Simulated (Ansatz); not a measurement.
**Quasiparticle gap of SnO2 (Pnnm)**

How far does one-shot GW move the LDA gap of SnO2 (Pnnm)?

Calculated with Ansatz 0.2.0; LDA, then G0W0 on it, plane waves, PAW.

**1. Set-up**

Symmetry: Pnnm, No. 58, orthorhombic system. The conventional cell has a = 4.788 Å, b = 4.867 Å, c = 3.241 Å, α = 90.00°, β = 90.00°, γ = 90.00°. Sn has 6 O at 2.09 to 2.10 Å nearest. Nearest to O lie 3 Sn at 2.09 to 2.10 Å. Farther neighbours and most contacts between anions are not listed.

The cell and positions are those that the Materials Project relaxed with its own functionals (PBE, PBE+U or r2SCAN), kept fixed. This is not the form that SnO2 usually takes at ambient conditions. At the settings of the band run the largest force is still 0.18 eV/Å.

The logs state that the PAW files were generated under PBE.

**2. The LDA band structure**

Levels along a band path and on the mesh show where this functional puts the band edges.

This step: DFT, LDA, plane waves, PAW; PAW set soft_1.

File input.yaml:

```yaml
crystal:
  lattice:
    - [4.788004, 0.0, 0.0]
    - [0.0, 4.866582, 0.0]
    - [0.0, 0.0, 3.240898]
  atoms:
    - { symbol: Sn, position: [0.5, 0.5, 0.5] }
    - { symbol: Sn, position: [0.0, 0.0, 0.0] }
    - { symbol: O, position: [0.291855, 0.321042, 0.0] }
    - { symbol: O, position: [0.791855, 0.178958, 0.5] }
    - { symbol: O, position: [0.208145, 0.821042, 0.5] }
    - { symbol: O, position: [0.708145, 0.678958, 0.0] }
kpoints:
  mp_grid: { grid: [6, 6, 8] }
  band_path:
    path:
      - [[0.0, 0.0, 0.0], [0.5, 0.0, 0.0], [0.5, 0.5, 0.0], [0.0, 0.5, 0.0], [0.0, 0.0, 0.0], [0.0, 0.0, 0.5], [0.5, 0.0, 0.5], [0.5, 0.5, 0.5], [0.0, 0.5, 0.5], [0.0, 0.0, 0.5]]
      - [[0.5, 0.0, 0.0], [0.5, 0.0, 0.5]]
      - [[0.0, 0.5, 0.0], [0.0, 0.5, 0.5]]
      - [[0.5, 0.5, 0.0], [0.5, 0.5, 0.5]]
    npoints: 10
hamiltonian:
  xc: lda
  pseudopotentials: { kind: paw, azcp: { folder: soft_1 }, xc_functional: pbe }
scf:
  occupations: { method: fermi_dirac, width: 0.02 }
  n_extra_bands: 6
output:
  eigenvalues: true
  forces: true
  stress: true
  write_density: true
  write_potential: true
  elf: true
  volumetric_format: npy
```

Run with:

```bash
> ansatz run input.yaml --threads 2 --pin off --max-ram 92160MiB --backend cuda --events-out ev --progress --plain --runs-dir out --devices 1 --max-vram 13GiB
```

Numbers of over 12 decimals in the logs are rounded to 6 here.

The program printed:

```text
scf.n_extra_bands = 6 over 26 filled bands (N_el = 52.0): the run solves 32 bands
GPUs: using 1 of 1 available (devices: 1).
Engine: ansatz 0.2.0, x86_64-unknown-linux-gnu
Pseudopotentials: kind: paw
Pseudopotential: Sn, paw, valence charge 14, recommended cutoff 420 eV (normal), soft_1/Sn.paw.azcp
Pseudopotential: O, paw, valence charge 6, recommended cutoff 420 eV (normal), soft_1/O.paw.azcp
Functional definition: SPW92
  exchange = slater_x
  correlation = pw_c
device memory: the entry about to start is reckoned to put 2.4 GiB on a device that reports 49.4 GiB free (of which the cap on the GPU budget leaves the run 13.0 GiB)
GPU FFT provider: cuFFT
GPU libraries: cuBLAS 13.8.2, cuFFT 12.4.0, cuSOLVER 12.3.4
Crystal: 6 atoms, lattice volume = 75.517 Å³
Basis set: ecut = 420 eV, 1479 PW (Γ)
Bands: 32, of which v1, the nominal top of the filled ones, is band 26 counted from 1 (25 counted from 0)
Symmetry: 8 space group operations
Space group: Pnnm (ITA 58), of the structure as read, at distance tolerance 4.2e-5 Å
k-points: 80 of 288
Non-local potential: Sn, projectors of the file, l = 0: 2, l = 1: 2, l = 2: 2, l = 3: 1
Non-local potential: O, projectors of the file, l = 0: 2, l = 1: 2, l = 2: 1
PAW form: soft (Blöchl's): semilocal exchange-correlation on the pseudo side does not see the compensation charge
PAW frozen core: Sn, regenerated for the run's functional, and the local potential with it (the file was generated under x = pbe(κ = 0.804, μ = 0.219515), c = pbe(β = 0.066725))
PAW frozen core: O, regenerated for the run's functional, and the local potential with it (the file was generated under x = pbe(κ = 0.804, μ = 0.219515), c = pbe(β = 0.066725))
PAW one-centre angular grid: Sn, 590 points (default); XC on 64 Gauss nodes
PAW one-centre angular grid: O, 110 points (default); XC on 64 Gauss nodes
Initial density: superposition of atomic densities (chi_scale 0.1, normalization cell, long waves kept (reshape's long-wave potential 0.00 eV rms))
Initial wavefunctions: pseudopotential atomic-orbital guess
GPU buffer pool allocated for 31104 grid points (all kernels)
GPU transforms: local potential and band sums: pruned to the plane-wave sphere, on 36×36×24
Functional: x = slater, c = lda
SCF iter   1: F=—  HF=-13980.943620 eV  |F-HF|=—  |Δ(HF+E_count)|=         —  Δρ=6.34e-2  dr2=2.15e0  ethr=3.10e-3  ⟨swp⟩=6.4  Hψ=11393  notcnv=0
preconditioner: auto → Resta (q_TF=auto, 2.564 Å⁻¹)  ε∞=3.5  [insulator: Δε(μ)=1.030 eV  Ē_g=19.392 eV  σ=0.020 eV  W_gap=1.00  n_scr=18 (ndim 8)  ℏωp=30.8 eV  f_vac=0.000  D(μ)=0.00/eV (n_scr^D=0)  ε∞_Penn≈3.5]
SCF iter   2: F=—  HF=-13980.512183 eV  |F-HF|=—  |Δ(HF+E_count)|=   4.31e-1  Δρ=3.27e-2  dr2=5.80e-1  ethr=3.10e-3  ⟨swp⟩=2.0  Hψ=3573  notcnv=0  defer=133
SCF iter   3: F=—  HF=-13980.357436 eV  |F-HF|=—  |Δ(HF+E_count)|=   1.55e-1  Δρ=4.13e-3  dr2=1.06e-2  ethr=1.12e-3  ⟨swp⟩=2.6  Hψ=4198  notcnv=0  defer=133
SCF iter   4: F=—  HF=-13980.356750 eV  |F-HF|=—  |Δ(HF+E_count)|=   6.86e-4  Δρ=8.89e-4  dr2=3.94e-4  ethr=2.03e-5  ⟨swp⟩=2.2  Hψ=4617  notcnv=0  defer=133
SCF iter   5: F=—  HF=-13980.356791 eV  |F-HF|=—  |Δ(HF+E_count)|=   4.11e-5  Δρ=1.52e-4  dr2=2.09e-5  ethr=7.57e-7  ⟨swp⟩=2.1  Hψ=4342  notcnv=0  defer=133
SCF iter   6: F=—  HF=-13980.357001 eV  |F-HF|=—  |Δ(HF+E_count)|=   2.10e-4  Δρ=4.47e-5  dr2=1.19e-6  ethr=4.02e-8  ⟨swp⟩=3.0  Hψ=4966  notcnv=0  defer=133
SCF iter   7: F=-13980.357001 eV  HF=-13980.357001 eV  |F-HF|=3.29e-8  |Δ(HF+E_count)|=   2.06e-7  Δρ=9.58e-6  dr2=6.49e-8  ethr=1.92e-10  ⟨swp⟩=16.6  Hψ=22943  notcnv=0
SCF 1 converged in 7 iterations: F = -13980.357001 eV  dr2 = 6.49e-8
  Residual-converged pass: ⟨swp⟩=1.1  Hψ=2907  notcnv=0  max |occ|·‖R‖ = 7.0e-9 eV (tolerance 1.0e-8 eV)  dr2=6.49e-8  dr2_onsite=3.86e-9  max |Δocc| = 9.3e-17
  greatest PAW one-centre occupation: 0.997 electrons in one spin orbital (limit 2), on the Sn atom at site 0 (counted from 0), in its partial waves of l = 2
device memory: the entry about to start is reckoned to put 1.0 GiB on a device that reports 48.4 GiB free (of which the cap on the GPU budget leaves the run 13.0 GiB)
NSCF: frozen V_eff on 124 k-points
SCF converged after 7 iterations
Free energy (F): -13980.357001 eV
Harris-Foulkes:  -13980.357001 eV  (|F-HF|=3.29e-8)
Internal energy: -13980.357001 eV  (E = F + TS)
E sigma→0 (E₀):  -13980.357001 eV
Fermi energy:    8.634453 eV
--- Per-component energies (eV) ---
  E_band       = -169.744969
  E_kinetic    = 1009.147852
  E_local      = -3266.920727  (includes V_loc(G=0)·N_el)
  E_nonlocal   = 516.659653
  E_hartree    = 1465.574000
  E_xc         = -527.857976
  E_vxc        = -520.365742  (∫ρ·V_xc dr)
  E_paw        = -9065.738078  (= ΣΔE_a)
  E_vpaw       = -839.417957  (= ΣTr[D̂ρ^β])
  E_aug_tail   = 0.003884  (compensation charges beyond the density's cutoff)
  E_ewald      = -4112.463075
  E_core_change = 1.237468  (= ΣΔE_core)
  E_smearing   = -0.000000  (= −TS)
  E_closure    = -0.000000  (closes the sum)
  Σ components = -13980.357001   (vs F -13980.357001, Δ=0.00e0)
--- Forces (eV/Å), atoms counted from 1 ---
  atom   1  Sn    -0.00000000    -0.00000000     0.00000000
  atom   2  Sn     0.00000000     0.00000000     0.00000000
  atom   3  O      0.17514128     0.01093662     0.00000000
  atom   4  O      0.17514128    -0.01093662     0.00000000
  atom   5  O     -0.17514128     0.01093662     0.00000000
  atom   6  O     -0.17514128    -0.01093662     0.00000000
  max |Σ_I F_I| component: 2.78e-17 eV/Å
--- Stress (GPa, compression-positive) ---
      -10.636489       0.000000       0.000000
        0.000000     -10.906014       0.000000
        0.000000       0.000000     -12.810271
  P = ⅓ Tr σ = -11.4509 GPa (-114.509 kbar)
--- Band table (eV; the first three rows and the last of 80) ---
  k-point 0: bands = [... 22 lower, 7.1388, 7.6609, 7.6668, 8.2853, 8.9714, 13.8096, 14.1551, 14.3076, ... 2 higher]
  k-point 1: bands = [... 22 lower, 6.6058, 7.6753, 7.6993, 8.2280, 9.9431, 14.0917, 14.7793, 14.9273, ... 2 higher]
  k-point 2: bands = [... 22 lower, 5.8222, 7.5583, 7.6294, 7.9037, 11.4967, 14.4841, 16.1601, 16.2698, ... 2 higher]
  k-point 79: bands = [... 22 lower, 7.4472, 7.4472, 7.6326, 7.6326, 12.5261, 12.5261, 16.7213, 16.7213, ... 2 higher]
```

Elapsed: 6.3 s, on 1 × NVIDIA H100 80GB HBM3 (shared by 6 runs) with 2 threads of AMD EPYC 7R13 (Zen 3), shared host; peak memory 0.95 GiB; 8.7 s of CPU time.

In the SCF lines HF is the Harris–Foulkes energy and dr2 the Hartree energy of the density residual, in eV; the loop may stop once dr2 is under the threshold and the program's other checks hold. Hψ counts applications of the Hamiltonian.

This step gave:

| Item | Value |
| --- | --- |
| pressure | -11.45 GPa |
| filled bands | 26 |
| gap | 0.6752 eV |
| valence top at | k = (0.100, 0.000, 0.000) |
| conduction bottom at | Γ |
| least direct gap | 0.6861 eV |

Over mesh and path the gap is 0.675 eV, from k = (0.100, 0.000, 0.000) to k = Γ. The least direct gap found is 0.686 eV, at k = Γ. The pressure in this cell is -11 GPa; the cell is kept.

Electronic bands along the path, in eV, zero at the top of the highest nominally filled band:

```
    point  band 23  band 24  band 25  band 26  band 27  band 28  band 29  band 30
        Γ    -1.16    -0.64    -0.63    -0.01     0.68     5.51     5.86     6.01
  halfway    -1.15    -1.15    -0.59    -0.12     1.93     4.99     6.08     6.25
        X    -1.14    -1.14    -0.44    -0.44     3.71     3.71     6.42     6.42
  halfway    -1.19    -1.19    -0.60    -0.60     3.95     3.95     6.71     6.71
        S    -1.26    -1.26    -0.73    -0.73     4.17     4.17     7.00     7.00
  halfway    -1.19    -1.19    -0.64    -0.64     4.02     4.02     6.95     6.95
        Y    -1.12    -1.12    -0.57    -0.57     3.87     3.87     6.87     6.87
  halfway    -1.17    -1.12    -0.61    -0.31     2.02     5.10     6.32     6.42
        Γ    -1.16    -0.64    -0.63    -0.01     0.68     5.51     5.86     6.01
  halfway    -2.47    -0.74    -0.67    -0.39     3.20     6.19     7.86     7.97
        Z    -1.47    -1.47    -1.05    -1.05     5.44     5.44     9.18     9.18
  halfway    -1.34    -1.34    -0.87    -0.87     5.56     5.56     8.28     8.28
        U    -0.83    -0.83    -0.73    -0.73     5.74     5.74     7.58     7.58
  halfway    -1.01    -1.01    -0.73    -0.73     4.84     4.84     8.19     8.19
        R    -0.85    -0.85    -0.66    -0.66     4.23     4.23     8.43     8.43
  halfway    -0.96    -0.96    -0.78    -0.78     4.76     4.76     8.10     8.10
        T    -1.04    -1.04    -0.62    -0.62     5.64     5.64     7.36     7.36
  halfway    -1.24    -1.24    -1.02    -1.02     5.52     5.52     8.14     8.14
        Z    -1.47    -1.47    -1.05    -1.05     5.44     5.44     9.18     9.18
jump to X    -1.14    -1.14    -0.44    -0.44     3.71     3.71     6.42     6.42
  halfway    -1.27    -1.27    -0.58    -0.58     4.83     4.83     8.17     8.17
        U    -0.83    -0.83    -0.73    -0.73     5.74     5.74     7.58     7.58
jump to Y    -1.12    -1.12    -0.57    -0.57     3.87     3.87     6.87     6.87
  halfway    -1.26    -1.26    -0.76    -0.76     4.88     4.88     8.19     8.19
        T    -1.04    -1.04    -0.62    -0.62     5.64     5.64     7.36     7.36
jump to S    -1.26    -1.26    -0.73    -0.73     4.17     4.17     7.00     7.00
```

Electrostatic potential energy in the ab plane at fractional z = 0.000, with atoms of Sn and O within 0.2 Å of it. With pseudopotentials it is smooth inside the atoms' cores, unlike the true potential.

Ten even steps from '0' (-28 eV) to '9' (16 eV), each cell a mean:
```
95268999998427
32479999998632
45789999853665
88899999400278
99999998300179
99999988621599
99998888877999
99954588899999
99600168999999
88500069999998
67621489999876
23577899998742
63379999998525
97268999998439
```
Columns run along a (4.8 Å; values clipped at the 3rd and 97th percentile), rows up along b (4.9 Å). Atoms in or near the plane, at fractional coordinates: Sn at (0.00, 0.00), O at (0.29, 0.32), O at (0.71, 0.68).

Valence density in the ab plane at fractional z = 0.000, with atoms of Sn and O within 0.2 Å of it. It is the smooth field of the valence electrons, not physical close to the nuclei.

Ten even steps from '0' (0 e/Å³) to '9' (12 e/Å³), each cell a mean:
```
84100000000026
21000000000002
00000000011100
00000000145200
00000000156300
00000000023100
00000000000000
00011100000000
00135200000000
00146300000000
00023100000000
10000000000001
53000000000014
95100000000037
```
Columns run along a (4.8 Å), rows up along b (4.9 Å). Atoms in or near the plane, at fractional coordinates: Sn at (0.00, 0.00), O at (0.29, 0.32), O at (0.71, 0.68).

[end of part 1 of 2]

[Paths, hosts, dates, memory and timing lines, banners, echoed tables and standing remarks are left out of the program output.]

[Logs are printed without paths, hosts, clocks, repeated set-up lines and the standing remarks that a program may print on its own settings, such as how far it seeks lower states.]

[Runs of the session that timed out or met a known fault of the program may be left out.]

[Cells called generated may have been cut or substituted from an entry of the Crystallography Open Database or the Materials Project.]

[Hosts, paths, dates, database ids (printed as entryN), source tags and the programs' standing remarks are cut or masked in the printed files.]

[Where an RPA ε∞ is given, it is that of the G0W0 mesh and is not shown converged in it. Names of k-points follow the symmetry that the program found, which can be lower than the space group named. Band edges on a path are those of the sampled points; other points can move an edge, and change direct to indirect where valleys lie close.]

[Hybrid gaps are those of their k-mesh and are not shown converged in it.]
